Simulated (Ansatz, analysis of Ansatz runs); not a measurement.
# Li2SnF6 (P-31m), nudged elastic band: Li_i by the interstitialcy path (q = +1)

Aim: the barrier of one jump in Li2SnF6 (P-31m) at charge +1: Li_i by the interstitialcy path. The model is a cell of 72 host atoms with 1 Li put in; Li is the atom that moves.

Calculated with Ansatz 0.2.0; plane-wave PAW DFT, PBEsol; nudged elastic band between two relaxed defect structures at fixed charge in a uniform background.

## (1) The starting structure

The cell holds 73 atoms: 17 Li, 8 Sn and 48 F. Cell: a = 9.926 Å, b = 9.926 Å, c = 9.129 Å, α = 90.0°, β = 90.0°, γ = 120.0°. It derives from Li2SnF6 (space group P-31m). Nearest the centre at fractional (0.333, 0.167, 0.348): Li73 at 0.89 Å, Li1 at 0.89 Å, F5 at 1.69 Å, F7 at 1.69 Å, F45 at 1.69 Å, F4 at 2.62 Å, F44 at 2.62 Å, F6 at 2.62 Å. The cell carries charge +1.

The cell's shortest repeat is 9.1 Å.

## (2) Relaxation of the start point, charge +1

The ends come first: from an unrelaxed start the top is counted from too high an energy, and the barrier comes out too low. Small random displacements break the symmetry of the ideal sites, so that the defect can distort if it gains by it. The charge of +1 is set by the electron count, and a uniform background keeps the cell neutral.

qp1.start/input.yaml reads:

```yaml
crystal:
  lattice:
    - [9.92600377, 6.0e-08, 0.0]
    - [-4.96300194, 8.5961714, 0.0]
    - [0.0, 0.0, 9.1294056]
  atoms:
    - { symbol: Li, position: [0.33333333, 0.16666667, 0.25] }
    - { symbol: Li, position: [0.16666667, 0.33333333, 0.25] }
    - { symbol: Sn, position: [0.0, 0.0, 0.0] }
    - { symbol: F, position: [0.16302591, 0.16302591, 0.12665251] }
    - { symbol: F, position: [0.33697409, 0.33697409, 0.37334749] }
    - { symbol: F, position: [0.33697409, 0.0, 0.12665251] }
    - { symbol: F, position: [0.16302591, 0.0, 0.37334749] }
    - { symbol: F, position: [0.0, 0.33697409, 0.12665251] }
    - { symbol: F, position: [0.0, 0.16302591, 0.37334749] }
    - { symbol: Li, position: [0.33333333, 0.16666667, 0.75] }
    - { symbol: Li, position: [0.16666667, 0.33333333, 0.75] }
    - { symbol: Sn, position: [0.0, 0.0, 0.5] }
    - { symbol: F, position: [0.16302591, 0.16302591, 0.62665251] }
    - { symbol: F, position: [0.33697409, 0.33697409, 0.87334749] }
    - { symbol: F, position: [0.33697409, 0.0, 0.62665251] }
    - { symbol: F, position: [0.16302591, 0.0, 0.87334749] }
    - { symbol: F, position: [0.0, 0.33697409, 0.62665251] }
    - { symbol: F, position: [0.0, 0.16302591, 0.87334749] }
    - { symbol: Li, position: [0.33333333, 0.66666667, 0.25] }
    - { symbol: Li, position: [0.16666667, 0.83333333, 0.25] }
    - { symbol: Sn, position: [0.0, 0.5, 0.0] }
    - { symbol: F, position: [0.16302591, 0.66302591, 0.12665251] }
    - { symbol: F, position: [0.33697409, 0.83697409, 0.37334749] }
    - { symbol: F, position: [0.33697409, 0.5, 0.12665251] }
    - { symbol: F, position: [0.16302591, 0.5, 0.37334749] }
    - { symbol: F, position: [0.0, 0.83697409, 0.12665251] }
    - { symbol: F, position: [0.0, 0.66302591, 0.37334749] }
    - { symbol: Li, position: [0.33333333, 0.66666667, 0.75] }
    - { symbol: Li, position: [0.16666667, 0.83333333, 0.75] }
    - { symbol: Sn, position: [0.0, 0.5, 0.5] }
    - { symbol: F, position: [0.16302591, 0.66302591, 0.62665251] }
    - { symbol: F, position: [0.33697409, 0.83697409, 0.87334749] }
    - { symbol: F, position: [0.33697409, 0.5, 0.62665251] }
    - { symbol: F, position: [0.16302591, 0.5, 0.87334749] }
    - { symbol: F, position: [0.0, 0.83697409, 0.62665251] }
    - { symbol: F, position: [0.0, 0.66302591, 0.87334749] }
    - { symbol: Li, position: [0.83333333, 0.16666667, 0.25] }
    - { symbol: Li, position: [0.66666667, 0.33333333, 0.25] }
    - { symbol: Sn, position: [0.5, 0.0, 0.0] }
    - { symbol: F, position: [0.66302591, 0.16302591, 0.12665251] }
    - { symbol: F, position: [0.83697409, 0.33697409, 0.37334749] }
    - { symbol: F, position: [0.83697409, 0.0, 0.12665251] }
    - { symbol: F, position: [0.66302591, 0.0, 0.37334749] }
    - { symbol: F, position: [0.5, 0.33697409, 0.12665251] }
    - { symbol: F, position: [0.5, 0.16302591, 0.37334749] }
    - { symbol: Li, position: [0.83333333, 0.16666667, 0.75] }
    - { symbol: Li, position: [0.66666667, 0.33333333, 0.75] }
    - { symbol: Sn, position: [0.5, 0.0, 0.5] }
    - { symbol: F, position: [0.66302591, 0.16302591, 0.62665251] }
    - { symbol: F, position: [0.83697409, 0.33697409, 0.87334749] }
    - { symbol: F, position: [0.83697409, 0.0, 0.62665251] }
    - { symbol: F, position: [0.66302591, 0.0, 0.87334749] }
    - { symbol: F, position: [0.5, 0.33697409, 0.62665251] }
    - { symbol: F, position: [0.5, 0.16302591, 0.87334749] }
    - { symbol: Li, position: [0.83333333, 0.66666667, 0.25] }
    - { symbol: Li, position: [0.66666667, 0.83333333, 0.25] }
    - { symbol: Sn, position: [0.5, 0.5, 0.0] }
    - { symbol: F, position: [0.66302591, 0.66302591, 0.12665251] }
    - { symbol: F, position: [0.83697409, 0.83697409, 0.37334749] }
    - { symbol: F, position: [0.83697409, 0.5, 0.12665251] }
    - { symbol: F, position: [0.66302591, 0.5, 0.37334749] }
    - { symbol: F, position: [0.5, 0.83697409, 0.12665251] }
    - { symbol: F, position: [0.5, 0.66302591, 0.37334749] }
    - { symbol: Li, position: [0.83333333, 0.66666667, 0.75] }
    - { symbol: Li, position: [0.66666667, 0.83333333, 0.75] }
    - { symbol: Sn, position: [0.5, 0.5, 0.5] }
    - { symbol: F, position: [0.66302591, 0.66302591, 0.62665251] }
    - { symbol: F, position: [0.83697409, 0.83697409, 0.87334749] }
    - { symbol: F, position: [0.83697409, 0.5, 0.62665251] }
    - { symbol: F, position: [0.66302591, 0.5, 0.87334749] }
    - { symbol: F, position: [0.5, 0.83697409, 0.62665251] }
    - { symbol: F, position: [0.5, 0.66302591, 0.87334749] }
    - { symbol: Li, position: [0.333333, 0.166667, 0.445669] }
total_charge: 1
basis:
  ecutwfc: 420
  xc_grid: 2
hamiltonian:
  xc: pbesol
kpoints:
  mp_grid: { grid: [1, 1, 1], shift: [0.25, 0.25, 0.25] }
scf:
  occupations: { method: fixed }
  max_iter: 120
output:
  forces: true
relax:
  f_tol: 0.02
  max_steps: 70
  random_displacement: { amplitude: 0.03, seed: 4112 }
```

On the command line:

```sh
ansatz run input.yaml --threads 4 --pin off --max-ram 14131MiB --backend cpu --events-out ev --progress --plain --runs-dir out
```

What it wrote:

```text
The last accepted step is kept in <dir> (removed where the run ends without a failure and the disk answers)
Engine: ansatz 0.2.0, aarch64-unknown-linux-gnu
Pseudopotentials: kind: paw
Pseudopotential: Li, paw, valence charge 3, recommended cutoff 420 eV (normal), Li.paw.azcp
Pseudopotential: Sn, paw, valence charge 14, recommended cutoff 420 eV (normal), Sn.paw.azcp
Pseudopotential: F, paw, valence charge 7, recommended cutoff 420 eV (normal), F.paw.azcp
Functional definition: PBEsol
  exchange = pbesol_x
  correlation = pbesol_c
Crystal: 73 atoms, lattice volume = 778.972 Å³
Basis set: ecut = 420 eV, 15259 PW (Γ), exchange–correlation on 144×144×128 points (8 copies of the dense FFT grid, shifted against one another)
Bands: 322, of which v1, the nominal top of the filled ones, is band 249 counted from 1 (248 counted from 0)
Symmetry: 1 space group operations
k-points: 1
Non-local potential: Li, projectors of the file, l = 0: 3, l = 1: 2, l = 2: 1
Non-local potential: Sn, projectors of the file, l = 0: 2, l = 1: 2, l = 2: 2, l = 3: 2
Non-local potential: F, projectors of the file, l = 0: 2, l = 1: 2, l = 2: 1
PAW form: soft (Blöchl's): semilocal exchange-correlation on the pseudo side does not see the compensation charge
PAW frozen core: Sn, regenerated for the run's functional, and the local potential with it (the file was generated under x = pbe(κ = 0.804, μ = 0.219515), c = pbe(β = 0.066725))
PAW frozen core: F, regenerated for the run's functional, and the local potential with it (the file was generated under x = pbe(κ = 0.804, μ = 0.219515), c = pbe(β = 0.066725))
PAW one-centre angular grid: Li, 110 points (default); XC on 64 Gauss nodes
PAW one-centre angular grid: Sn, 590 points (default); XC on 64 Gauss nodes
PAW one-centre angular grid: F, 110 points (default); XC on 64 Gauss nodes
Initial density: superposition of atomic densities (neutral atoms scaled as one to the charged cell's electrons: chi_scale 0, normalization atom), corrected by the library's trained network
Initial wavefunctions: pseudopotential atomic-orbital guess
Functional: x = pbesol(κ = 0.804, μ = 0.123457), c = pbesol(β = 0.046)
SCF iter   1: F=—  HF=-89540.970218 eV  |F-HF|=—  |Δ(HF+E_count)|=         —  Δρ=1.03e-2  dr2=5.83e-1  ethr=1.77e-3  ⟨swp⟩=5.0  Hψ=1014  notcnv=0  defer=71
preconditioner: auto → Resta (q_TF=auto, 2.532 Å⁻¹)  ε∞=2.9  [insulator: Δε(μ)=4.962 eV  Ē_g=20.694 eV  n_scr=216 (ndim 8)  ℏωp=28.7 eV  f_vac=0.043  ε∞_Penn≈2.9]
SCF iter   2: F=—  HF=-89540.803236 eV  |F-HF|=—  |Δ(HF+E_count)|=   1.67e-1  Δρ=1.88e-3  dr2=1.39e-2  ethr=1.17e-4  ⟨swp⟩=2.0  Hψ=470  notcnv=0  defer=71
SCF iter   3: F=—  HF=-89540.796150 eV  |F-HF|=—  |Δ(HF+E_count)|=   7.09e-3  Δρ=6.76e-4  dr2=4.15e-3  ethr=2.79e-6  ⟨swp⟩=2.0  Hψ=508  notcnv=0  defer=71
SCF iter   4: F=—  HF=-89540.793923 eV  |F-HF|=—  |Δ(HF+E_count)|=   2.23e-3  Δρ=3.41e-4  dr2=9.48e-4  ethr=8.32e-7  ⟨swp⟩=2.0  Hψ=394  notcnv=0  defer=71
SCF iter   5: F=—  HF=-89540.793534 eV  |F-HF|=—  |Δ(HF+E_count)|=   3.89e-4  Δρ=1.15e-4  dr2=9.43e-5  ethr=1.90e-7  ⟨swp⟩=2.0  Hψ=501  notcnv=0  defer=71
SCF iter   6: F=-89540.793516 eV  HF=-89540.793514 eV  |F-HF|=2.01e-6  |Δ(HF+E_count)|=   1.98e-5  Δρ=1.84e-5  dr2=3.00e-6  ethr=2.01e-9  ⟨swp⟩=3.0  Hψ=1172  notcnv=0
SCF 1 converged in 6 iterations: F = -89540.793516 eV  dr2 = 3.00e-6
  greatest PAW one-centre occupation: 1.000 electrons in one spin orbital (limit 2), on the Li atom at site 72 (counted from 0), in its partial waves of l = 0
relax step   1: F+E_penalty+E_count = -89540.79351616 eV  Δ(F+E_penalty+E_count) = +0.000e0 eV  max|allowed force component| = 2.994e0 eV/Å  Δτ_max = 0.0000 Å  (6 SCF iters, dr2 threshold 1.00e-5 eV, accepted)
[... the SCF cycles and remarks between the steps are left out from here to the last step ...]
relax step   2: F+E_penalty+E_count = -89541.88197590 eV  Δ(F+E_penalty+E_count) = -1.088e0 eV  max|allowed force component| = 2.139e0 eV/Å  Δτ_max = 0.0959 Å  (6 SCF iters, dr2 threshold 1.00e-4 eV, accepted)
relax step   3: F+E_penalty+E_count = -89542.55329435 eV  Δ(F+E_penalty+E_count) = -6.713e-1 eV  max|allowed force component| = 8.439e-1 eV/Å  Δτ_max = 0.2000 Å  (6 SCF iters, dr2 threshold 1.00e-4 eV, accepted)
relax step   4: F+E_penalty+E_count = -89542.69507717 eV  Δ(F+E_penalty+E_count) = -1.418e-1 eV  max|allowed force component| = 1.016e-1 eV/Å  Δτ_max = 0.2000 Å  (6 SCF iters, dr2 threshold 1.00e-4 eV, accepted)
relax step   5: F+E_penalty+E_count = -89542.70072552 eV  Δ(F+E_penalty+E_count) = -5.648e-3 eV  max|allowed force component| = 8.851e-3 eV/Å  Δτ_max = 0.0387 Å  (7 SCF iters, dr2 threshold 6.46e-7 eV, accepted)
iter 1 solved again at ethr=1.61e-11 eV; its pass at ethr=3.10e-3 eV (dr2=8.01e-8 eV) is discarded
SCF iter   1: F=—  HF=-89542.701155 eV  |F-HF|=—  |Δ(HF+E_count)|=         —  Δρ=3.97e-6  dr2=7.98e-8  ethr=1.61e-11  ⟨swp⟩=1.0  Hψ=672  notcnv=0  defer=65
SCF iter   2: F=—  HF=-89542.700726 eV  |F-HF|=—  |Δ(HF+E_count)|=   4.30e-4  Δρ=1.97e-6  dr2=2.46e-8  ethr=1.60e-11  ⟨swp⟩=4.0  Hψ=941  notcnv=0
SCF iter   3: F=-89542.700726 eV  HF=-89542.700726 eV  |F-HF|=6.72e-9  |Δ(HF+E_count)|=   1.89e-8  Δρ=1.02e-6  dr2=8.12e-9  ethr=4.93e-12  ⟨swp⟩=2.0  Hψ=830  notcnv=0
SCF 6 converged in 3 iterations: F = -89542.700726 eV  dr2 = 8.12e-9
relax step   6: F+E_penalty+E_count = -89542.70072555 eV  Δ(F+E_penalty+E_count) = -2.408e-8 eV  max|allowed force component| = 8.884e-3 eV/Å  Δτ_max = 0.0000 Å  (3 SCF iters, accepted)
SCF converged after 3 iterations
Free energy (F): -89542.700726 eV
Harris-Foulkes:  -89542.700726 eV  (|F-HF|=6.72e-9)
Internal energy: -89542.700726 eV  (E = F + TS)
E sigma→0 (E₀):  -89542.700726 eV
Fermi energy:    1.902725 eV
--- Per-component energies (eV) ---
  E_band       = -4236.321170
  E_kinetic    = 11784.544746
  E_local      = -37400.630271  (includes V_loc(G=0)·N_el)
  E_nonlocal   = 2766.298285
  E_hartree    = 15409.619241
  E_xc         = -6951.020391
  E_vxc        = -5836.950590  (∫ρ·V_xc dr)
  E_paw        = -42262.674619  (= ΣΔE_a)
  E_vpaw       = -6368.919913  (= ΣTr[D̂ρ^β])
  E_aug_tail   = 0.099801  (compensation charges beyond the density's cutoff)
  E_ewald      = -32893.253483
  E_core_change = 4.315965  (= ΣΔE_core)
  E_smearing   = -0.000000  (= −TS)
  E_closure    = 0.000000  (closes the sum)
  E_deformation_potential = 13.668739  (in the stress; not in F)
  Σ components = -89542.700726   (vs F -89542.700726, Δ=0.00e0)
--- Forces (eV/Å), atoms counted from 1 ---
  atom   1  Li    -0.00047481     0.00200224     0.00254800
  atom   2  Li    -0.00050111     0.00081505    -0.00076397
  [... 1 atom left out ...]
  atom   4  F     -0.00003305     0.00120819     0.00075010
  atom   5  F     -0.00104048     0.00154651    -0.00678873
  atom   6  F     -0.00106184     0.00116130     0.00076652
  atom   7  F     -0.00114353    -0.00275178    -0.00537156
  [... 30 atoms left out ...]
  atom  38  Li     0.00082601     0.00072267    -0.00088287
  [... 5 atoms left out ...]
  atom  44  F      0.00069268    -0.00189349     0.00149626
  atom  45  F      0.00357371    -0.00006644    -0.00454949
  [... 27 atoms left out ...]
  atom  73  Li    -0.00012846     0.00062320     0.00267236
  max |Σ_I F_I| component: 5.34e-5 eV/Å
--- Relaxed structure (6 steps of the walk, 6 accepted, 0 SCFs on fresh bases) ---
  F+E_penalty+E_count = -89542.70072555 eV   max|allowed force component| = 8.884e-3 eV/Å
  atoms:
    - { symbol: Li, position: [0.333359, 0.166487, 0.213689] }
    - { symbol: Li, position: [0.164043, 0.333228, 0.248396] }
    [... 1 atom left out ...]
    - { symbol: F, position: [0.161399, 0.163834, 0.123232] }
    - { symbol: F, position: [0.342287, 0.333479, 0.378412] }
    - { symbol: F, position: [0.336121, -0.002744, 0.123272] }
    - { symbol: F, position: [0.166484, 0.008652, 0.378314] }
    [... 30 atoms left out ...]
    - { symbol: Li, position: [0.669392, 0.335937, 0.248409] }
    [... 5 atoms left out ...]
    - { symbol: F, position: [0.502658, 0.338634, 0.123282] }
    - { symbol: F, position: [0.491288, 0.157604, 0.378304] }
    [... 27 atoms left out ...]
    - { symbol: Li, position: [0.333388, 0.166569, 0.498763] }
```

Wall time 68 s (4 threads of Arm Neoverse V1, shared host); peak memory 1.5 GiB; 4.3 min of CPU time.

The steps of the relaxation:

| step | energy less that of the first step (eV) | largest force component (eV/Å) |
| --- | --- | --- |
| 1 | 0.0000 | 2.9939 |
| 2 | -1.0885 | 2.1387 |
| 3 | -1.7598 | 0.8439 |
| 4 | -1.9016 | 0.1016 |
| 5 | -1.9072 | 0.0089 |
| 6 | -1.9072 | 0.0089 |

The atoms that moved most (Å, from the sites as typed, ahead of the random displacement, the mean shift of all atoms taken out):

| atom | dx | dy | dz | length |
| --- | --- | --- | --- | --- |
| Li73 | 0.000 | 0.000 | 0.487 | 0.487 |
| Li1 | 0.000 | -0.001 | -0.329 | 0.329 |
| Li10 | 0.000 | 0.000 | 0.311 | 0.311 |
| F13 | 0.061 | -0.046 | -0.063 | 0.099 |
| F15 | 0.009 | 0.075 | -0.063 | 0.099 |
| F53 | -0.070 | -0.030 | -0.063 | 0.099 |
| Sn48 | 0.085 | -0.049 | -0.007 | 0.099 |
| Sn66 | 0.000 | 0.098 | -0.007 | 0.098 |

Neighbours of Li73 at the end:

| atom | distance (Å) |
| --- | --- |
| F45 | 1.953 |
| F5 | 1.953 |
| F7 | 1.953 |
| F15 | 1.954 |
| F13 | 1.954 |
| F53 | 1.954 |
| Li10 | 2.602 |
| Li1 | 2.603 |

This step gave:

```
free energy                                                                                       : -89542.7007 eV
r.m.s. move of the farther half of the atoms                                                      : 0.03148 Å
largest move from the ideal geometry of this structure, a common shift of the far atoms taken out : 0.4950 Å
```

The relaxation gained 1.907 eV and ended with a largest force component of 0.0089 eV/Å.

## (3) Relaxation of the end point, charge +1

The end point is relaxed in the same cell and settings, so that the two energies compare. Atoms more than 3.2 Å from the middle of the hop start where the first relaxation left them, the nearer ones on or close to their ideal places, with small random displacements.

qp1.end/input.yaml reads:

```yaml
crystal:
  lattice:
    - [9.92600377, 6.0e-08, 0.0]
    - [-4.96300194, 8.5961714, 0.0]
    - [0.0, 0.0, 9.1294056]
  atoms:
    - { symbol: Li, position: [0.3333, 0.1667, -0.0543] }
    - { symbol: Li, position: [0.16666667, 0.33333333, 0.25] }
[... 1 atom line left out ...]
    - { symbol: F, position: [0.16302591, 0.16302591, 0.12665251] }
    - { symbol: F, position: [0.33697409, 0.33697409, 0.37334749] }
    - { symbol: F, position: [0.33697409, 0.0, 0.12665251] }
    - { symbol: F, position: [0.16302591, 0.0, 0.37334749] }
[... 5 atom lines left out ...]
    - { symbol: F, position: [0.16302591, 0.16302591, 0.62665251] }
[... 6 atom lines left out ...]
    - { symbol: Li, position: [0.16666667, 0.83333333, 0.25] }
[... 17 atom lines left out ...]
    - { symbol: Li, position: [0.66666667, 0.33333333, 0.25] }
[... 5 atom lines left out ...]
    - { symbol: F, position: [0.5, 0.33697409, 0.12665251] }
    - { symbol: F, position: [0.5, 0.16302591, 0.37334749] }
[... 7 atom lines left out ...]
    - { symbol: F, position: [0.5, 0.33697409, 0.62665251] }
[... 19 atom lines left out ...]
    - { symbol: Li, position: [0.333333, 0.166667, 0.25] }
total_charge: 1
basis:
  ecutwfc: 420
  xc_grid: 2
hamiltonian:
  xc: pbesol
kpoints:
  mp_grid: { grid: [1, 1, 1], shift: [0.25, 0.25, 0.25] }
scf:
  occupations: { method: fixed }
  max_iter: 120
output:
  forces: true
relax:
  f_tol: 0.02
  max_steps: 70
  random_displacement: { amplitude: 0.01, seed: 4112 }
```

What it wrote:

```text
[...]
Crystal: 73 atoms, lattice volume = 778.972 Å³
Basis set: ecut = 420 eV, 15259 PW (Γ), exchange–correlation on 144×144×128 points (8 copies of the dense FFT grid, shifted against one another)
Bands: 322, of which v1, the nominal top of the filled ones, is band 249 counted from 1 (248 counted from 0)
Symmetry: 1 space group operations
k-points: 1
[...]
SCF iter   1: F=—  HF=-89539.867379 eV  |F-HF|=—  |Δ(HF+E_count)|=         —  Δρ=1.04e-2  dr2=6.06e-1  ethr=1.77e-3  ⟨swp⟩=5.0  Hψ=1012  notcnv=0  defer=70
[...]
SCF iter   6: F=-89539.682743 eV  HF=-89539.682741 eV  |F-HF|=1.71e-6  |Δ(HF+E_count)|=   1.51e-5  Δρ=1.97e-5  dr2=3.05e-6  ethr=2.01e-9  ⟨swp⟩=4.0  Hψ=1159  notcnv=0
SCF 1 converged in 6 iterations: F = -89539.682743 eV  dr2 = 3.05e-6
[...]
atom  45  F      0.00215248    -0.00052856     0.00330745
  [... 27 atoms left out ...]
  atom  73  Li     0.00013251     0.00013014    -0.00492242
  max |Σ_I F_I| component: 5.06e-5 eV/Å
--- Relaxed structure (6 steps of the walk, 6 accepted, 0 SCFs on fresh bases) ---
  F+E_penalty+E_count = -89542.70072136 eV   max|allowed force component| = 6.802e-3 eV/Å
  atoms:
    - { symbol: Li, position: [0.333343, 0.166657, -0.000286] }
    - { symbol: Li, position: [0.166653, 0.336140, 0.250374] }
    [... 1 atom left out ...]
    - { symbol: F, position: [0.166573, 0.157777, 0.120386] }
    - { symbol: F, position: [0.336166, 0.338791, 0.375432] }
    - { symbol: F, position: [0.342268, 0.008826, 0.120407] }
    - { symbol: F, position: [0.161187, -0.002611, 0.375384] }
    [... 12 atoms left out ...]
    - { symbol: Li, position: [0.163857, 0.830518, 0.250353] }
    [... 17 atoms left out ...]
    - { symbol: Li, position: [0.669501, 0.333352, 0.250360] }
    [... 5 atoms left out ...]
    - { symbol: F, position: [0.491183, 0.333452, 0.120429] }
    - { symbol: F, position: [0.502575, 0.163801, 0.375384] }
    [... 27 atoms left out ...]
    - { symbol: Li, position: [0.333326, 0.166696, 0.285075] }
[key lines of the parts left out:]
SCF converged after 7 iterations
Free energy (F): -89542.700721 eV
Fermi energy:    1.902776 eV
```

Run time: 67 s. Hardware: 4 threads; peak memory 1.5 GiB.

The steps of the relaxation:

| step | energy less that of the first step (eV) | largest force component (eV/Å) |
| --- | --- | --- |
| 1 | 0.0000 | 5.6779 |
| 2 | -1.1781 | 4.4272 |
| 3 | -2.1306 | 2.7296 |
| 4 | -2.8138 | 1.0178 |
| 5 | -3.0155 | 0.0699 |
| 6 | -3.0180 | 0.0068 |

The atoms that moved most (Å, from the sites as typed, ahead of the random displacement):

| atom | dx | dy | dz | length |
| --- | --- | --- | --- | --- |
| Li10 | 0.000 | 0.000 | -0.640 | 0.640 |
| Li1 | 0.000 | 0.000 | 0.494 | 0.494 |
| Li73 | -0.001 | 0.000 | 0.321 | 0.321 |
| Li65 | 0.001 | 0.000 | -0.122 | 0.122 |
| Li56 | 0.000 | 0.000 | 0.120 | 0.120 |
| F14 | 0.087 | -0.045 | 0.031 | 0.103 |
| F16 | -0.005 | 0.098 | 0.031 | 0.103 |
| F54 | -0.082 | -0.053 | 0.031 | 0.103 |

Neighbours of Li73 at the end:

| atom | distance (Å) |
| --- | --- |
| F5 | 1.884 |
| F45 | 1.884 |
| F7 | 1.885 |
| F44 | 2.205 |
| F4 | 2.205 |
| F6 | 2.205 |
| Li1 | 2.605 |
| Li2 | 2.907 |
| Li38 | 2.907 |
| Li20 | 2.907 |

Numbers from this step:

```yaml
free_energy: -89542.7007 eV
r_m_s_move_of_the_farther_half_of_the_atoms: 0.03770 Å
largest_move_from_the_ideal_geometry_of_this_structure_a_common_shift_of_the_far_atoms_taken_out: 0.5040 Å
```

The relaxation gained 3.018 eV and ended with a largest force component of 0.0068 eV/Å. The end lies within 1 meV of the start.

[end of part 1 of 5]

[Long decimals in the printed logs are rounded to 6 places.]

[Repeated set-up lines and some long k-point lines are left out of the logs, and relaxed atomic positions are cut to six decimals.]

[Logs are printed without paths, hosts, clocks, repeated set-up lines and the standing remarks that a program may print on its own settings, such as how far it seeks lower states.]

[Hosts, paths, dates, database ids (printed as entryN), source tags and the programs' standing remarks are cut or masked in the printed files.]
